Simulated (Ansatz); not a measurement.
# What NaTaS3 (model cell, started as cubic perovskite with Ta in the octahedra) distorts into

Wanted: the energy along a soft mode of NaTaS3 (model cell, started as cubic perovskite with Ta in the octahedra) and the structure at the end.

Method: DFT PBE, scalar-relativistic, plane waves, PAW; PAW set soft_1, in Ansatz 0.2.0.

This is a report of a sequence of runs, with most program output left out.

The structure was built from a prototype and need not be the compound's stable phase.

### 1. The structure

It takes space group Pm-3m (No. 221, cubic). The conventional cell has a = 4.834 Å, b = 4.834 Å, c = 4.834 Å, α = 90.00°, β = 90.00°, γ = 90.00°. Nearest to Na lie 12 S at 3.42 Å. Nearest to Ta lie 6 S at 2.42 Å. Nearest to S lie 2 Ta at 2.42 Å and 4 Na at 3.42 Å. Farther neighbours and most contacts between anions are not listed.

### 2. Response at finite wavevector

The cell comes from relaxations at this level that are not shown. Stability and thermal properties need the whole zone. Linear response on a 2×2×2 q mesh gives force constants as far as a supercell of that size would.

input.yaml reads:

```yaml
crystal:
  lattice:
    - [4.8341712185, 0.0, 0.0]
    - [0.0, 4.8341712185, 0.0]
    - [0.0, 0.0, 4.8341712185]
  atoms:
    - { symbol: Na, position: [0.0, 0.0, 0.0] }
    - { symbol: Ta, position: [0.5, 0.5, 0.5] }
    - { symbol: S, position: [0.5, 0.5, 0.0] }
    - { symbol: S, position: [0.5, 0.0, 0.5] }
    - { symbol: S, position: [0.0, 0.5, 0.5] }
kpoints:
  mp_grid: { grid: [8, 8, 8] }
hamiltonian:
  xc: pbe
  pseudopotentials: { kind: paw, azcp: { folder: soft_1 } }
scf:
  occupations: { method: methfessel_paxton, width: 0.2 }
output:
  eigenvalues: true
phonons:
  method: dfpt
  qmesh: [2, 2, 2]
  temperatures: { t_max: 1000, t_step: 50 }
  qpath:
    path:
      - [[0.0, 0.0, 0.0], [0.0, 0.5, 0.0], [0.5, 0.5, 0.0], [0.0, 0.0, 0.0], [0.5, 0.5, 0.5], [0.0, 0.5, 0.0]]
      - [[0.5, 0.5, 0.5], [0.5, 0.5, 0.0]]
    npoints: 10
```

Launch:

```bash
$ ansatz run input.yaml --threads 4 --pin off --max-ram 16384MiB --backend cpu --events-out ev --progress --plain --runs-dir out
```

The job ended after 3.6 min (4 threads of Arm Neoverse V1, shared host; peak memory 1.1 GiB; 14 min of CPU time).

Numbers from this step:

```yaml
volume_per_atom: 22.59 Å³
gap_on_the_k_mesh: 0 eV
sum_rule_residual_before_enforcement: 2.31e-5 eV/Å²
lowest_frequency_on_the_path: -143.0 cm⁻¹
point_group: m-3m
highest_frequency_on_the_path_or_at_a_solved_wavevector: 493.0 cm⁻¹
highest_optical_mode_at_the_zone_centre_no_lo_to_term: 330.7 cm⁻¹
lowest_optical_zone_centre_mode: -41.34 cm⁻¹
lowest_mode_on_the_q_mesh_acoustic_modes_at_gamma_apart: -143.0 cm⁻¹
```

Frequencies (cm⁻¹) solved at each irreducible wavevector; negative means imaginary. Frequencies by wavevector, by row:

```tsv
q in reciprocal lattice units	star	mode 1	mode 2	mode 3	mode 4	mode 13	mode 14	mode 15
0 0 0	1	-41.3	-41.3	-41.3	-31.8	330.7	330.7	330.7
0 0 -0.5	3	-33.5	-33.5	-29.5	-29.5	324.9	324.9	432.5
0 -0.5 -0.5	3	-108.3	-36.9	-25.9	-22.2	208.1	319	467.5
-0.5 -0.5 -0.5	1	-143	-143	-108.6	-108.6	205	205	493
```

Interpolated from a 2×2×2 q mesh. The phonon branches at the labelled points (cm⁻¹):

```tsv
point	branch 1	branch 2	branch 3	branch 4	branch 12	branch 13	branch 14	branch 15
Γ	-41	-41	-41	-32	91	331	331	331
halfway	-36	-36	-25	-25	139	328	328	380
X	-34	-34	-30	-30	194	325	325	432
halfway	-47	-33	-30	-29	202	263	322	451
M	-108	-37	-26	-22	183	208	319	468
halfway	-33	-30	-29	-23	175	295	326	418
Γ	-41	-41	-41	-32	91	331	331	331
halfway	-38	-38	-33	-12	180	271	271	451
R	-143	-143	-109	-109	205	205	205	493
halfway	-56	-39	-32	-26	204	221	242	474
X	-34	-34	-30	-30	194	325	325	432
jump to R	-143	-143	-109	-109	205	205	205	493
halfway	-108	-44	-44	-23	196	196	207	487
M	-108	-37	-26	-22	183	208	319	468
```

Symmetry leaves 4 wavevectors to solve. The lowest mode among them, the acoustic zeros apart, lies at q = (-0.5, -0.5, -0.5) and is imaginary, 143.0i cm⁻¹, so the energy falls along it.

### 3. The mode frozen in, largest atomic shift 0 Å

The mode followed lies at q = (-0.5, -0.5, -0.5) with frequency 108.6i cm⁻¹ and is 3-fold degenerate, one of the unstable modes though not the softest. At small amplitude the distorted cell has space group no. 74 by a symmetry search on the positions. The undistorted cell that holds it gives the zero of energy on the same k mesh.

System of this step: NaTaS3 (model cell, started as cubic perovskite with Ta in the octahedra). Symmetry: Pm-3m, No. 221, cubic system. Conventional cell: a = 4.834 Å, b = 4.834 Å, c = 4.834 Å, α = 90.00°, β = 90.00°, γ = 90.00°. Nearest to Na lie 12 S at 3.42 Å. Ta has 6 S at 2.42 Å nearest. Nearest to S lie 2 Ta at 2.42 Å and 4 Na at 3.42 Å. Farther neighbours and most contacts between anions are not listed.

input.yaml, the sections that differ from step 2:

```yaml
crystal:
  lattice:
    - [4.8341712185, 4.8341712185, 0.0]
    - [4.8341712185, 0.0, 4.8341712185]
    - [4.8341712185, 0.0, -4.8341712185]
  atoms:
    - { symbol: Na, position: [0.0, 0.0, 0.0] }
    - { symbol: Na, position: [0.0, 0.5, 0.5] }
    - { symbol: Ta, position: [0.5, 0.25, 0.75] }
    - { symbol: Ta, position: [0.5, 0.75, 0.25] }
    - { symbol: S, position: [0.5, 0.0, 0.0] }
    - { symbol: S, position: [0.5, 0.5, 0.5] }
    - { symbol: S, position: [0.0, 0.5, 0.0] }
    - { symbol: S, position: [0.0, 0.0, 0.5] }
    - { symbol: S, position: [0.5, 0.0, 0.5] }
    - { symbol: S, position: [0.5, 0.5, 0.0] }
output:
  forces: true
  stress: true
  eigenvalues: true
# kpoints, hamiltonian, scf: as in step 2
# phonons: removed
```

Run time: 5.4 s. Hardware: 4 threads; peak memory 0.71 GiB.

Numbers from this step:

```
pressure                         : -0.08120 GPa
gap on the k-mesh                : 0.01873 eV
energy from the undistorted cell : 0 meV/atom
```

The run ends at a pressure of -0.08 GPa.

### 4. The mode frozen in, largest atomic shift 0.6 Å

The atoms are moved along the unstable eigenvector, the largest shift by 0.6 Å, with the cell fixed.

input.yaml, the sections that differ from step 3:

```yaml
crystal:
  lattice:
    - [4.8341712185, 4.8341712185, 0.0]
    - [4.8341712185, 0.0, 4.8341712185]
    - [4.8341712185, 0.0, -4.8341712185]
  atoms:
    - { symbol: Na, position: [0.0, 0.0, 0.0] }
    - { symbol: Na, position: [0.0, 0.5, 0.5] }
    - { symbol: Ta, position: [0.5, 0.25, 0.75] }
    - { symbol: Ta, position: [0.5, 0.75, 0.25] }
    - { symbol: S, position: [0.4122364415, 0.0877635585, 0.0877635585] }
    - { symbol: S, position: [0.5877635585, 0.4122364415, 0.4122364415] }
    - { symbol: S, position: [0.0, 0.5438817793, -0.0438817793] }
    - { symbol: S, position: [0.0, -0.0438817793, 0.5438817793] }
    - { symbol: S, position: [0.5, -0.0438817793, 0.5438817793] }
    - { symbol: S, position: [0.5, 0.5438817793, -0.0438817793] }
# kpoints, hamiltonian, scf, output: as in step 3
```

The job ended after 17 s (4 threads; peak memory 1.1 GiB).

Numbers from this step:

```
pressure                         : -3.531 GPa
gap on the k-mesh                : 0 eV
energy from the undistorted cell : -52.3 meV/atom
```

The energy, extrapolated to zero smearing, is -52.30 meV/atom against the undistorted cell.

The run ends at a pressure of -3.53 GPa, with forces up to 0.15 eV/Å.

### 5. Energy along the mode, all amplitudes (two of the runs are shown above)

An imaginary frequency means negative curvature, so the energy should fall and then rise again as anharmonic terms take over.

This step gave:

```
depth at the lowest point sampled  : 52.3 meV/atom
largest atomic shift at that point : 0.6 Å
```

Energy from the parent against largest atomic shift:

```tsv
largest atomic shift (Å)	energy from the parent (meV/atom)
0.000	0
0.040	-0.392
0.080	-1.57
0.140	-4.78
0.220	-11.7
0.320	-23.6
0.450	-40.5
0.600	-52.3
```

Displacement at unit largest shift by atom:

```tsv
atom	x (Å)	y (Å)	z (Å)	size
Na1	0.000	0.000	0.000	0.000
Na2	0.000	0.000	0.000	0.000
Ta3	0.000	0.000	0.000	0.000
Ta4	0.000	0.000	0.000	0.000
S5	0.707	-0.707	0.000	1.000
S6	-0.707	0.707	0.000	1.000
S7	0.000	0.000	0.707	0.707
S8	0.000	0.000	-0.707	0.707
S9	0.000	0.000	-0.707	0.707
S10	0.000	0.000	0.707	0.707
```

The lowest of the steps tried is the last one, at 0.6 Å, 52.3 meV/atom below the parent; the bottom of the well need not coincide with a step.

### 6. Relaxation from the frozen mode

Starting from the lowest point found, all atoms and the cell are let go, so that strain and other modes of the same symmetry can join in.

input.yaml: that of step 4 with these lines changed.

```diff
@@ -27 +27,6 @@
   eigenvalues: true
+relax:
+  adjacent_minimum: "off"
+  f_tol: 0.002
+  max_steps: 120
+  cell: { stress_tol: 0.03 }
```

The job ended after 2.5 min (4 threads; peak memory 1.1 GiB; 9.9 min of CPU time).

Relaxation path:

```tsv
step	energy less that of the first step (eV)	largest force component (eV/Å)	pressure (GPa)	volume (Å³)
1	0.0000	0.1383	-3.53	225.94
2	-0.1801	0.2470	1.09	212.00
3	-0.2657	0.0940	0.40	210.69
4	-0.2590	0.1489	-0.16	210.70
5	-0.2734	0.0108	-0.01	210.95
6	-0.2735	0.0028	0.05	210.91
7	-0.2735	0.0015	0.00	210.98
8*	-0.2722	0.0014	0.00	210.98
```

Relaxation steps marked * repeat the geometry before them on a plane-wave basis chosen anew for their cell, so energy and pressure can jump there. Relaxation step 4 was tried and not accepted.

The run keeps the 8 symmetry operations that it works with, so distortions that break them were not tested.

```tsv
conventional cell, symmetrised	before	after	change
a (Å)	6.837	6.799	-0.6 %
b (Å)	9.668	9.315	-3.7 %
c (Å)	6.837	6.663	-2.5 %
volume (Å³/atom)	22.59	21.10	-6.6 %
```

The atoms that moved most (Å, as changes of fractional coordinates times the final cell):

```tsv
atom	dx	dy	dz	length
Na1	-0.104	0.104	0.000	0.147
Na2	0.104	-0.104	0.000	0.147
S9	0.000	0.000	-0.142	0.142
S8	0.000	0.000	-0.142	0.142
S10	0.000	0.000	0.142	0.142
S7	0.000	0.000	0.142	0.142
S5	0.098	-0.098	0.000	0.138
S6	-0.098	0.098	0.000	0.138
```

This step gave:

```yaml
pressure: -0.001839 GPa
volume_per_atom: 21.10 Å³
```

The distorted start has space group Imma; the relaxation ends in Imma.

### 7. The new phase in its own primitive cell

The relaxed structure is symmetrised, reduced to its primitive cell and relaxed tightly, as its phonons need.

input.yaml, the sections that differ from step 6:

```yaml
crystal:
  lattice:
    - [-3.3994034637, 4.6573086703, 3.3315905181]
    - [3.3994034637, -4.6573086703, 3.3315905181]
    - [3.3994034637, 4.6573086703, -3.3315905181]
  atoms:
    - { symbol: Na, position: [0.7279153902, 0.9779153902, 0.75] }
    - { symbol: Na, position: [0.2720846098, 0.0220846098, 0.25] }
    - { symbol: Ta, position: [0.5, 0.5, 0.0] }
    - { symbol: Ta, position: [0.0, 0.5, 0.5] }
    - { symbol: S, position: [0.8585456326, 0.6085456326, 0.25] }
    - { symbol: S, position: [0.1414543674, 0.3914543674, 0.75] }
    - { symbol: S, position: [0.6909115352, 0.0, 0.1909115352] }
    - { symbol: S, position: [0.3090884648, 0.0, 0.8090884648] }
    - { symbol: S, position: [0.3090884648, 0.5, 0.3090884648] }
    - { symbol: S, position: [0.6909115352, 0.5, 0.6909115352] }
relax:
  adjacent_minimum: "off"
  f_tol: 0.001
  max_steps: 60
  cell: { stress_tol: 0.01 }
# kpoints, hamiltonian, scf, output: as in step 6
```

Elapsed: 52 s, on 4 threads; peak memory 1.1 GiB; 3.4 min of CPU time.

Little changed from the start: no atom moved by 0.005 Å and no cell edge by 0.1 %.

Numbers from this step:

```yaml
pressure: 0.001885 GPa
```

The largest force component left is 0.78 meV/Å and the pressure is 0.002 GPa, within the tolerances set. The cell now holds 21.10 Å³/atom.

### 8. Modes of the new phase

A relaxed structure may still be a saddle point, so its zone-centre modes are computed. No field response is asked, since the mesh shows no gap.

input.yaml reads:

```yaml
crystal:
  lattice:
    - [-3.3998947519, 4.6572297887, 3.3312277081]
    - [3.3998947519, -4.6572297887, 3.3312277081]
    - [3.3998947519, 4.6572297887, -3.3312277081]
  atoms:
    - { symbol: Na, position: [0.727867958, 0.977867958, 0.75] }
    - { symbol: Na, position: [0.272132042, 0.022132042, 0.25] }
    - { symbol: Ta, position: [0.5, 0.5, 0.0] }
    - { symbol: Ta, position: [0.0, 0.5, 0.5] }
    - { symbol: S, position: [0.8585554358, 0.6085554358, 0.25] }
    - { symbol: S, position: [0.1414445642, 0.3914445642, 0.75] }
    - { symbol: S, position: [0.6909682637, 0.0, 0.1909682637] }
    - { symbol: S, position: [0.3090317363, 0.0, 0.8090317363] }
    - { symbol: S, position: [0.3090317363, 0.5, 0.3090317363] }
    - { symbol: S, position: [0.6909682637, 0.5, 0.6909682637] }
kpoints:
  mp_grid: { grid: [8, 8, 8] }
hamiltonian:
  xc: pbe
  pseudopotentials: { kind: paw, azcp: { folder: soft_1 } }
scf:
  occupations: { method: methfessel_paxton, width: 0.2 }
output:
  eigenvalues: true
phonons:
  method: dfpt
```

It took 20 min on 4 threads; peak memory 7.1 GiB.

Numbers from this step:

* sum-rule residual before enforcement: 1.06e-4 eV/Å²
* point group: mmm
* highest optical mode at the zone centre (no LO-TO term): 458.6 cm⁻¹
* lowest optical zone-centre mode: -113.7 cm⁻¹

Patterns of degenerate modes are one choice out of their space. The modes at Γ (shares of kinetic energy by element, %) (negative means imaginary):

```tsv
mode	frequency (cm⁻¹)	symmetry	Na %	Ta %	S %
1	-113.7	B3u	6	38	57
2	-92.2	B1u	7	48	45
3	-51.6	B2u	7	50	43
4	0.0	acoustic	8	60	32
5	0.0	acoustic	8	60	32
6	0.0	acoustic	8	60	32
7	51.1	B2g	24	0	76
8	57.7	B1g	0	0	100
9	71.3	B3u	39	0	61
10	106.3	B3g	92	0	8
11	111.2	B2g	70	0	30
12	121.3	Au	0	14	86
13	123.4	B2u	85	0	15
14	140.9	B3u	47	2	51
15	147.2	Ag	77	0	23
16	147.6	B1u	4	19	77
17	165.7	Au	0	86	14
18	167.6	Ag	1	0	99
19	169.5	B2u	1	89	11
20	171.8	B1u	47	49	4
21	184.8	B1g	0	0	100
22	193.4	B2g	6	0	94
23	201.1	B1u	33	23	44
24	227.3	B3g	8	0	92
25	237.2	Ag	23	0	77
26	268.9	B3u	0	0	100
27	281.6	B2u	0	1	99
28	306.6	B1u	2	1	98
29	309.6	B3g	0	0	100
30	458.6	B3g	0	0	100
```

Displacements in mode 1 (-113.7 cm⁻¹), the largest set to 1:
```
Na1 -0.56  0.00  0.00
Na2 -0.56  0.00  0.00
Ta3  0.52  0.00  0.00
Ta4  0.52  0.00  0.00
S5  -0.54  0.00  0.00
S6  -0.54  0.00  0.00
S7  -1.00  0.00  0.14
S8  -1.00  0.00  0.14
S9  -1.00  0.00 -0.14
S10 -1.00  0.00 -0.14
```

Displacements in mode 2 (-92.2 cm⁻¹), the largest set to 1:
```
Na1  0.00  0.00 -0.82
Na2  0.00  0.00 -0.82
Ta3  0.00 -0.42  0.63
Ta4  0.00  0.42  0.63
S5   0.00  0.00 -0.99
S6   0.00  0.00 -0.99
S7   0.24  0.00 -1.00
S8   0.24  0.00 -1.00
S9  -0.24  0.00 -1.00
S10 -0.24  0.00 -1.00
```

Before it was imposed, the acoustic sum rule was missed by 1.1e-4 eV/Å². Small misses are needed for a sound result but don't prove that mesh and cutoff are converged. The lowest optical mode is imaginary, 113.7i cm⁻¹, so the energy falls along it.

### 9. The phases reached

The phases reached along the modes that were followed are set side by side.

Energies are those of the first relaxation, on the mesh of the frozen mode; space group, volume and gap are those of the last relaxation. Phases, by row:

```tsv
mode frozen in	space group	energy from parent (meV/atom)	volume (Å³/atom)	gap on mesh (eV)	lowest zone-centre optical mode (cm⁻¹)	largest shift (Å)
parent	Pm-3m	0	22.59	0	–	–
q = (-0.5, -0.5, -0.5), 143i cm⁻¹	I4/mmm	-1.14	22.61	0.02	-101.3	0.05
q = (-0.5, -0.5, -0.5), 143i cm⁻¹	I4/mcm	-1.2	22.63	0.193	-102.7	0.044
q = (-0.5, -0.5, -0.5), 143i cm⁻¹	I4/mcm	-1.2	22.63	0.194	-102.7	0.044
q = (-0.5, -0.5, -0.5), 109i cm⁻¹	I4/mcm	-76.09	20.96	0	-128.4	0.751
q = (-0.5, -0.5, -0.5), 109i cm⁻¹	R-3c	-73.91	21.22	0	-142.2	0.594
q = (-0.5, -0.5, -0.5), 109i cm⁻¹	Imma	-79.5	21.1	0	-113.7	0.723
```

### 10. Summary of results

```yaml
unstable_mode_of_the_parent: q = (-0.5, -0.5, -0.5), 109i cm⁻¹
depth_at_the_lowest_point_sampled: 52.3 meV/atom
largest_atomic_shift_at_that_point: 0.6 Å
space_group_reached_within_0p01_a: Imma
energy_gained_over_the_parent_first_relaxation_on_the_mesh_of_the_frozen_mode: 79.5 meV/atom
volume_per_atom_phase_reached: 21.1 Å³
lowest_optical_zone_centre_mode_phase_reached: -114 cm⁻¹
highest_optical_mode_at_the_zone_centre_no_lo_to_term_phase_reached: 459 cm⁻¹
```

Along this mode the structure falls into Imma, 79.5 meV/atom below the parent. At the parent's cell the well is 52.3 meV/atom deep on the steps tried, with its lowest point at a shift of 0.6 Å. That is the last step tried, so the steps alone don't bracket the bottom of the well. Relaxing atoms and cell changes the gain by +27.20 meV/atom against the lowest step (energies at zero smearing). The new phase still has an imaginary mode at the zone centre of its cell, so it is a saddle point on the way to a lower structure. Of the 6 patterns followed to their end from this parent, this one reaches the lowest energy. Each path keeps the symmetry of its pattern, so a lower phase may lie along a pattern not tried. With no gap, or one that is small against the smearing, the frequencies hang on the k mesh and the smearing, most of all near Kohn anomalies. A semilocal functional can close a gap that the real compound would have, so the metallic treatment may be an artefact of the level. Spin-orbit coupling is left out, which can matter for the heavy elements here. A phonon run warned that its eigensolver left some bands unconverged in a pass. The starting cell was built on a prototype and not taken from a measurement, so the phase need not exist.

[Logs are printed without paths, hosts, clocks, repeated set-up lines and the standing remarks that a program may print on its own settings, such as how far it seeks lower states.]

[Hosts, paths, dates, database ids (printed as entryN), source tags and the programs' standing remarks are cut or masked in the printed files.]
